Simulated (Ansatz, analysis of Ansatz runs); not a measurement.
## Interstitial N in bcc Mo, hop from an octahedral to the next octahedral site: migration barrier, PBE-D3(BJ)

Subject: interstitial N in bcc Mo, hop from an octahedral to the next octahedral site. Wanted: its migration barrier, in one set-up (PBE-D3(BJ), 32-site cell, PBE-D3(BJ) lattice, 420 eV, k: 4x4x4 Gamma-centred). The model is a cell of 32 host atoms with 1 N put in. The barrier is the energy of the highest image of a climbing band over the relaxed site that the atom leaves.

What was measured. Migration barrier: 1.2 eV (quoted in “Ab-initio study of the transition pathways for single and double interstitial solute (H, N, O, H-H, N-N, and O-O) within bcc refractory metals (Mo and Nb)”, 2024, H. E. Quarshie et al., quoting earlier work (1969)). Migration barrier: 1.08 eV, by activation energy from a dislocation pinning study (technique not stated) (quoted in “Ab-initio study of the transition pathways for single and double interstitial solute (H, N, O, H-H, N-N, and O-O) within bcc refractory metals (Mo and Nb)”, 2024, H. E. Quarshie et al., quoting earlier work (1963)).

Program: Ansatz 0.2.0. Level of theory: plane-wave PAW DFT, PBE-D3(BJ); relaxation of all atoms of a defect supercell. Results are calculated unless marked as measured.

**1. Starting point**

The cell holds 33 atoms: 32 Mo and 1 N. Cell: a = 8.856 Å, b = 8.856 Å, c = 8.856 Å, α = 60.0°, β = 60.0°, γ = 60.0°. It derives from Mo (space group Im-3m). Nearest the centre at fractional (0.375, 0.375, 0.625): N33 at 0.00 Å, Mo7 at 1.57 Å, Mo29 at 1.57 Å, Mo8 at 2.21 Å, Mo22 at 2.21 Å, Mo4 at 2.21 Å, Mo14 at 2.21 Å, Mo13 at 3.50 Å.

The host's primitive cell comes from a first run (plane-wave PAW DFT, PBE-D3(BJ); relaxation of the host's cell and atoms): vectors of 2.712, 2.712 and 2.712 Å. That is 15.35 Å³ an atom, 1.5 % under the diffraction cell's volume. The supercell is built on it.

**2. Relaxation, charge 0**

A barrier counts from a true minimum, so both ends of the jump are relaxed first.

Contents of start/input.yaml:

```yaml
relax:
  f_tol: 0.02
  max_steps: 80
  escape_saddle: false
crystal:
  lattice:
    - [0.0, 6.26207933, 6.26207933]
    - [6.26207933, 0.0, 6.26207933]
    - [6.26207933, 6.26207933, 0.0]
  atoms:
    - { symbol: Mo, position: [0.0, 0.0, 0.0] }
    - { symbol: Mo, position: [0.125, 0.125, 0.125] }
    - { symbol: Mo, position: [0.25, 0.25, 0.25] }
    - { symbol: Mo, position: [0.375, 0.375, 0.375] }
    - { symbol: Mo, position: [0.0, 0.0, 0.5] }
    - { symbol: Mo, position: [0.125, 0.125, 0.625] }
    - { symbol: Mo, position: [0.25, 0.25, 0.75] }
    - { symbol: Mo, position: [0.375, 0.375, 0.875] }
    - { symbol: Mo, position: [0.0, 0.5, 0.0] }
    - { symbol: Mo, position: [0.125, 0.625, 0.125] }
    - { symbol: Mo, position: [0.25, 0.75, 0.25] }
    - { symbol: Mo, position: [0.375, 0.875, 0.375] }
    - { symbol: Mo, position: [0.0, 0.5, 0.5] }
    - { symbol: Mo, position: [0.125, 0.625, 0.625] }
    - { symbol: Mo, position: [0.25, 0.75, 0.75] }
    - { symbol: Mo, position: [0.375, 0.875, 0.875] }
    - { symbol: Mo, position: [0.5, 0.0, 0.0] }
    - { symbol: Mo, position: [0.625, 0.125, 0.125] }
    - { symbol: Mo, position: [0.75, 0.25, 0.25] }
    - { symbol: Mo, position: [0.875, 0.375, 0.375] }
    - { symbol: Mo, position: [0.5, 0.0, 0.5] }
    - { symbol: Mo, position: [0.625, 0.125, 0.625] }
    - { symbol: Mo, position: [0.75, 0.25, 0.75] }
    - { symbol: Mo, position: [0.875, 0.375, 0.875] }
    - { symbol: Mo, position: [0.5, 0.5, 0.0] }
    - { symbol: Mo, position: [0.625, 0.625, 0.125] }
    - { symbol: Mo, position: [0.75, 0.75, 0.25] }
    - { symbol: Mo, position: [0.875, 0.875, 0.375] }
    - { symbol: Mo, position: [0.5, 0.5, 0.5] }
    - { symbol: Mo, position: [0.625, 0.625, 0.625] }
    - { symbol: Mo, position: [0.75, 0.75, 0.75] }
    - { symbol: Mo, position: [0.875, 0.875, 0.875] }
    - { symbol: "N", position: [0.375, 0.375, 0.625] }
basis:
  ecutwfc: 420
  xc_grid: 2
hamiltonian:
  xc: pbe
  dispersion: d3bj
kpoints:
  mp_grid: { grid: [4, 4, 4] }
scf:
  occupations: { method: methfessel_paxton, width: 0.1 }
  max_iter: 120
output:
  forces: true
checkpoint:
  write: "../start.run"
  compress: false
  write_wavefunctions: true
  write_every: 100000
```

Launch:

```console
$ ansatz run input.yaml --threads 4 --pin off --max-ram 14131MiB --backend cpu --events-out ev --progress --plain --runs-dir out
```

Numbers of over 12 decimals in the logs are rounded to 6 here.

Log:

```text
[... repeated set-up lines and file paths are left out, and long positions are rounded to six places ...]
Engine: ansatz 0.2.0, aarch64-unknown-linux-gnu
Pseudopotentials: kind: paw
Pseudopotential: Mo, paw, valence charge 14, recommended cutoff 420 eV (normal), Mo.paw.azcp
Pseudopotential: N, paw, valence charge 5, recommended cutoff 420 eV (normal), N.paw.azcp
Functional definition: PBE
  parameter kappa = 0.804
  parameter beta = 0.066725
  exchange = pbe_x(kappa = kappa, mu = beta*pi^2/3)
  correlation = pbe_c(beta = beta)
Crystal: 33 atoms, lattice volume = 491.118 Å³
Basis set: ecut = 420 eV, 9577 PW (Γ), exchange–correlation on 120×120×120 points (8 copies of the dense FFT grid, shifted against one another)
Bands: 272, of which v1, the nominal top of the filled ones, is band 227 counted from 1 (226 counted from 0)
Symmetry: 16 space group operations
Space group: I4/mmm (ITA 139), of the structure as read, at distance tolerance 7.9e-5 Å
k-points: 13 of 64
Non-local potential: Mo, projectors of the file, l = 0: 3, l = 1: 2, l = 2: 2, l = 3: 1
Non-local potential: N, projectors of the file, l = 0: 2, l = 1: 2, l = 2: 1
PAW form: soft (Blöchl's): semilocal exchange-correlation on the pseudo side does not see the compensation charge
PAW one-centre angular grid: Mo, 590 points (default); XC on 64 Gauss nodes
PAW one-centre angular grid: N, 110 points (default); XC on 64 Gauss nodes
Initial density: superposition of atomic densities (neutral atoms: chi_scale 0, normalization atom), corrected by the library's trained network
Initial wavefunctions: pseudopotential atomic-orbital guess
Functional: x = pbe(κ = 0.804, μ = 0.219515), c = pbe(β = 0.066725)
SCF iter   1: F=—  HF=-158993.152936 eV  |F-HF|=—  |Δ(HF+E_count)|=         —  Δρ=7.60e-3  dr2=6.79e-1  ethr=1.77e-3  ⟨swp⟩=4.6  Hψ=11555  notcnv=0
preconditioner: auto → Kerker (q_TF=auto, 2.692 Å⁻¹)  [metal: Δε(μ)=0.005 eV  Ē_g=4.618 eV  σ=0.100 eV  W_gap=0.04  n_scr=168 (ndim 8)  ℏωp=23.5 eV  f_vac=0.000  D(μ)=27.20/eV (n_scr^D=258)]
SCF iter   2: F=—  HF=-158993.106447 eV  |F-HF|=—  |Δ(HF+E_count)|=   4.65e-2  S|Δr|=    0.00e0  Δρ=3.81e-3  dr2=1.73e-1  ethr=1.50e-4  ⟨swp⟩=1.0  Hψ=4069  notcnv=0  defer=1
SCF iter   3: F=—  HF=-158993.087935 eV  |F-HF|=—  |Δ(HF+E_count)|=   1.85e-2  S|Δr|=    0.00e0  Δρ=5.47e-4  dr2=2.20e-3  ethr=3.83e-5  ⟨swp⟩=2.0  Hψ=4398  notcnv=0  defer=1
SCF iter   4: F=—  HF=-158993.085407 eV  |F-HF|=—  |Δ(HF+E_count)|=   2.53e-3  S|Δr|=    0.00e0  Δρ=1.31e-4  dr2=1.03e-4  ethr=4.86e-7  ⟨swp⟩=2.1  Hψ=5853  notcnv=0  defer=1
SCF iter   5: F=-158993.085386 eV  HF=-158993.085391 eV  |F-HF|=4.65e-6  |Δ(HF+E_count)|=   1.61e-5  S|Δr|=    0.00e0  Δρ=3.28e-5  dr2=6.76e-6  ethr=2.21e-9  ⟨swp⟩=3.0  Hψ=12498  notcnv=0
SCF 1 converged in 5 iterations: F = -158993.085386 eV  dr2 = 6.76e-6
  greatest PAW one-centre occupation: 0.999 electrons in one spin orbital (limit 2), on the Mo atom at site 28 (counted from 0), in its partial waves of l = 0
relax step   1: F+E_penalty+E_count = -158993.08538632 eV  Δ(F+E_penalty+E_count) = +0.000e0 eV  max|allowed force component| = 2.005e1 eV/Å  Δτ_max = 0.0000 Å  (5 SCF iters, dr2 threshold 1.00e-5 eV, accepted)
[... the SCF cycles and remarks between the steps are left out from here to the last step ...]
relax step   2: F+E_penalty+E_count = -158997.21683238 eV  Δ(F+E_penalty+E_count) = -4.131e0 eV  max|allowed force component| = 4.529e0 eV/Å  Δτ_max = 0.1952 Å  (6 SCF iters, dr2 threshold 1.00e-4 eV, accepted)
relax step   3: F+E_penalty+E_count = -158998.43748935 eV  Δ(F+E_penalty+E_count) = -1.221e0 eV  max|allowed force component| = 1.996e0 eV/Å  Δτ_max = 0.0763 Å  (5 SCF iters, dr2 threshold 1.00e-4 eV, accepted)
relax step   4: F+E_penalty+E_count = -158998.92634340 eV  Δ(F+E_penalty+E_count) = -4.889e-1 eV  max|allowed force component| = 4.928e-1 eV/Å  Δτ_max = 0.1177 Å  (5 SCF iters, dr2 threshold 1.00e-4 eV, accepted)
relax step   5: F+E_penalty+E_count = -158998.95512149 eV  Δ(F+E_penalty+E_count) = -2.878e-2 eV  max|allowed force component| = 6.158e-2 eV/Å  Δτ_max = 0.0165 Å  (5 SCF iters, dr2 threshold 1.52e-5 eV, accepted)
SCF iter   1: F=—  HF=-158998.959666 eV  |F-HF|=—  |Δ(HF+E_count)|=         —  Δρ=6.49e-4  dr2=2.49e-3  ethr=5.36e-6  ⟨swp⟩=4.2  Hψ=7005  notcnv=0  defer=265
SCF iter   2: F=—  HF=-158998.959500 eV  |F-HF|=—  |Δ(HF+E_count)|=   1.66e-4  S|Δr|=    0.00e0  Δρ=3.80e-4  dr2=8.07e-4  ethr=5.49e-7  ⟨swp⟩=1.3  Hψ=4073  notcnv=0  defer=257
SCF iter   3: F=—  HF=-158998.959422 eV  |F-HF|=—  |Δ(HF+E_count)|=   7.77e-5  S|Δr|=    0.00e0  Δρ=4.24e-5  dr2=6.83e-6  ethr=1.78e-7  ⟨swp⟩=2.0  Hψ=4121  notcnv=0  defer=257
SCF iter   4: F=—  HF=-158998.957198 eV  |F-HF|=—  |Δ(HF+E_count)|=   2.22e-3  S|Δr|=    0.00e0  Δρ=1.28e-5  dr2=2.30e-6  ethr=1.51e-9  ⟨swp⟩=4.3  Hψ=7399  notcnv=0  defer=257
SCF iter   5: F=—  HF=-158998.957197 eV  |F-HF|=—  |Δ(HF+E_count)|=   1.86e-7  S|Δr|=    0.00e0  Δρ=3.20e-6  dr2=1.56e-7  ethr=5.07e-10  ⟨swp⟩=2.0  Hψ=4425  notcnv=0  defer=257
SCF iter   6: F=-158998.957197 eV  HF=-158998.957197 eV  |F-HF|=3.75e-9  |Δ(HF+E_count)|=   1.32e-8  S|Δr|=    0.00e0  Δρ=1.07e-6  dr2=5.51e-9  ethr=2.21e-11  ⟨swp⟩=5.0  Hψ=9483  notcnv=0
SCF 6 converged in 6 iterations: F = -158998.957197 eV  dr2 = 5.51e-9
relax step   6: F+E_penalty+E_count = -158998.95719743 eV  Δ(F+E_penalty+E_count) = -2.076e-3 eV  max|allowed force component| = 2.161e-3 eV/Å  Δτ_max = 0.0038 Å  (6 SCF iters, accepted)
NSCF: frozen V_eff on 13 k-points
the band table was solved once a step of the walk had ended and its energy, with any forces and stress, was formed, with the checks that follow a solve (12772 applications of the Hamiltonian). They found nothing against the state; [...]
SCF converged after 6 iterations
Stability not checked: this state was not tested for a lower state beside it, because cold or Methfessel-Paxton smearing, or corrected tetrahedra, fill the levels in a way that the test cannot read (fill_not_monotonic; see scf.lower_state_search)
Free energy (F): -158998.957197 eV
Harris-Foulkes:  -158998.957197 eV  (|F-HF|=3.75e-9)
Internal energy: -158998.957818 eV  (E = F + TS)
E sigma→0 (E₀):  -158998.957353 eV
Entropy (-TS):   0.000621 eV (0.019 meV/atom)
Fermi energy:    21.785636 eV
--- Per-component energies (eV) ---
  E_band       = -1427.974012
  E_kinetic    = 14296.043313
  E_local      = -24644.392390  (includes V_loc(G=0)·N_el)
  E_nonlocal   = 4616.781774
  E_hartree    = 8183.704201
  E_xc         = -5952.357397
  E_vxc        = -7432.750253  (∫ρ·V_xc dr)
  E_paw        = -102571.840855  (= ΣΔE_a)
  E_vpaw       = -4631.066242  (= ΣTr[D̂ρ^β])
  E_aug_tail   = 0.001497  (compensation charges beyond the density's cutoff)
  E_ewald      = -52903.148856
  E_disp       = -23.749106  (pairwise vdW)
  E_smearing   = 0.000621  (= −TS)
  E_closure    = -0.000000  (closes the sum)
  Σ components = -158998.957197   (vs F -158998.957197, Δ=0.00e0)
--- Forces (eV/Å), atoms counted from 1 ---
  atom   1  Mo     0.00000000     0.00000000     0.00198760
  atom   2  Mo    -0.00010798    -0.00010798    -0.00063426
  atom   3  Mo     0.00000000     0.00000000    -0.00018971
  atom   4  Mo    -0.00075817    -0.00075817    -0.00000000
  atom   5  Mo     0.00000000    -0.00000000     0.00018971
  atom   6  Mo     0.00010798     0.00010798    -0.00063426
  atom   7  Mo     0.00000000     0.00000000     0.00185189
  atom   8  Mo     0.00075817     0.00075817    -0.00000000
  atom   9  Mo     0.00119537     0.00000000    -0.00189294
  atom  10  Mo    -0.00216052     0.00216052     0.00000000
  atom  11  Mo    -0.00000000    -0.00119537     0.00189294
  atom  12  Mo    -0.00010798     0.00010798     0.00063426
  atom  13  Mo    -0.00000000    -0.00119537    -0.00189294
  atom  14  Mo     0.00075817    -0.00075817     0.00000000
  atom  15  Mo     0.00119537     0.00000000     0.00189294
  atom  16  Mo     0.00010798    -0.00010798    -0.00063426
  atom  17  Mo     0.00000000     0.00119537    -0.00189294
  atom  18  Mo     0.00216052    -0.00216052     0.00000000
  atom  19  Mo    -0.00119537     0.00000000     0.00189294
  atom  20  Mo     0.00010798    -0.00010798     0.00063426
  atom  21  Mo    -0.00119537    -0.00000000    -0.00189294
  atom  22  Mo    -0.00075817     0.00075817     0.00000000
  atom  23  Mo     0.00000000     0.00119537     0.00189294
  atom  24  Mo    -0.00010798     0.00010798    -0.00063426
  atom  25  Mo     0.00000000    -0.00000000     0.00018971
  atom  26  Mo     0.00010798     0.00010798     0.00063426
  atom  27  Mo     0.00000000     0.00000000    -0.00198760
  atom  28  Mo     0.00216052     0.00216052     0.00000000
  atom  29  Mo     0.00000000     0.00000000    -0.00185189
  atom  30  Mo    -0.00010798    -0.00010798     0.00063426
  atom  31  Mo     0.00000000    -0.00000000    -0.00018971
  atom  32  Mo    -0.00216052    -0.00216052    -0.00000000
  atom  33  N      0.00000000     0.00000000     0.00000000
  max |Σ_I F_I| component: 3.36e-18 eV/Å
--- Band table (eV; the first three rows and the last of 13) ---
  k-point 0: bands = ["-39.5569", "-39.4438", "-39.4438", "-39.4278", [... 264 left out ...] "24.0247", "24.0247", "24.0540", "24.0709"]
  k-point 1: bands = ["-39.5437", "-39.4610", "-39.4441", "-39.4238", [... 264 left out ...] "23.9632", "24.0042", "24.0381", "24.0709"]
  [... further k-points left out ...]
--- Relaxed structure (6 steps of the walk, 6 accepted, 0 SCFs on fresh bases) ---
  F+E_penalty+E_count = -158998.95719743 eV   max|allowed force component| = 2.161e-3 eV/Å
  atoms:
    - { symbol: Mo, position: [-0.006675, -0.006675, 0.006675] }
    - { symbol: Mo, position: [0.121665, 0.121665, 0.132255] }
    - { symbol: Mo, position: [0.251467, 0.251467, 0.248533] }
    - { symbol: Mo, position: [0.375, 0.375, 0.380917] }
    - { symbol: Mo, position: [-0.001467, -0.001467, 0.501467] }
    - { symbol: Mo, position: [0.121665, 0.121665, 0.624416] }
    - { symbol: Mo, position: [0.221270, 0.221270, 0.778730] }
    - { symbol: Mo, position: [0.375, 0.375, 0.869083] }
    - { symbol: Mo, position: [-0.000687, 0.499050, 0.000687] }
    - { symbol: Mo, position: [0.128521, 0.621479, 0.125] }
    - { symbol: Mo, position: [0.250950, 0.750687, 0.249313] }
    - { symbol: Mo, position: [0.374416, 0.882255, 0.371665] }
    - { symbol: Mo, position: [-0.000687, 0.499050, 0.500950] }
    - { symbol: Mo, position: [0.130917, 0.619083, 0.625] }
    - { symbol: Mo, position: [0.250950, 0.750687, 0.749050] }
    - { symbol: Mo, position: [0.375584, 0.867745, 0.878335] }
    - { symbol: Mo, position: [0.499050, -0.000687, 0.000687] }
    - { symbol: Mo, position: [0.621479, 0.128521, 0.125] }
    - { symbol: Mo, position: [0.750687, 0.250950, 0.249313] }
    - { symbol: Mo, position: [0.882255, 0.374416, 0.371665] }
    - { symbol: Mo, position: [0.499050, -0.000687, 0.500950] }
    - { symbol: Mo, position: [0.619083, 0.130917, 0.625] }
    - { symbol: Mo, position: [0.750687, 0.250950, 0.749050] }
    - { symbol: Mo, position: [0.867745, 0.375584, 0.878335] }
    - { symbol: Mo, position: [0.498533, 0.498533, 0.001467] }
    - { symbol: Mo, position: [0.628335, 0.628335, 0.117745] }
    - { symbol: Mo, position: [0.756675, 0.756675, 0.243325] }
    - { symbol: Mo, position: [0.875, 0.875, 0.378521] }
    - { symbol: Mo, position: [0.528730, 0.528730, 0.471270] }
    - { symbol: Mo, position: [0.628335, 0.628335, 0.625584] }
    - { symbol: Mo, position: [0.751467, 0.751467, 0.748533] }
    - { symbol: Mo, position: [0.875, 0.875, 0.871479] }
    - { symbol: N, position: [0.375, 0.375, 0.625000] }
```

The job ended after 3.6 min (4 threads of Arm Neoverse V1, shared host; peak memory 3.4 GiB; 14 min of CPU time).

Step by step:

```
step  energy less that of the first step (eV)  largest force component (eV/Å)
   1                                   0.0000                         20.0470
   2                                  -4.1314                          4.5287
   3                                  -5.3521                          1.9957
   4                                  -5.8410                          0.4928
   5                                  -5.8697                          0.0616
   6                                  -5.8718                          0.0022
```

The run keeps the 16 symmetry operations that it works with, so distortions that break them were not tested.

The atoms that moved most (Å):

```
atom      dx      dy      dz  length
 Mo7   0.000   0.000  -0.360   0.360
Mo29   0.000   0.000   0.360   0.360
Mo27   0.000   0.000   0.084   0.084
 Mo1   0.000   0.000  -0.084   0.084
 Mo2   0.025   0.025  -0.042   0.054
 Mo6  -0.025  -0.025  -0.042   0.054
Mo16  -0.025   0.025  -0.042   0.054
Mo24   0.025  -0.025  -0.042   0.054
```

Neighbours of N33 at the end:

```
atom  distance (Å)
 Mo7         1.925
Mo29         1.925
 Mo4         2.162
Mo22         2.162
Mo14         2.162
 Mo8         2.162
Mo11         3.504
Mo19         3.504
Mo21         3.504
Mo13         3.504
 Mo9         3.504
Mo17         3.504
Mo23         3.504
Mo15         3.504
```

Numbers from this step:

| Quantity | Value |
| --- | --- |
| free energy | -158998.9572 eV |
| smearing term TS | -6.21e-4 eV |

The series, run alike:

```
                 run    outcome  energy less the first (eV)  moment (μB)     time
relaxation, charge 0  converged                      0.0000         0.00  3.6 min
relaxation, charge 0  converged                      0.0000         0.00  3.6 min
```

The relaxation ends 178 meV an atom lower, with a largest force component of 0.0022 eV/Å.

[end of part 1 of 2]

[Logs are printed without paths, hosts, clocks, repeated set-up lines and the standing remarks that a program may print on its own settings, such as how far it seeks lower states.]

[Hosts, paths, dates, database ids (printed as entryN), source tags and the programs' standing remarks are cut or masked in the printed files.]

[For some hosts the program warned that the k-mesh of the response run may be too coarse for force constants and the static dielectric constant; such warnings are not shown here.]
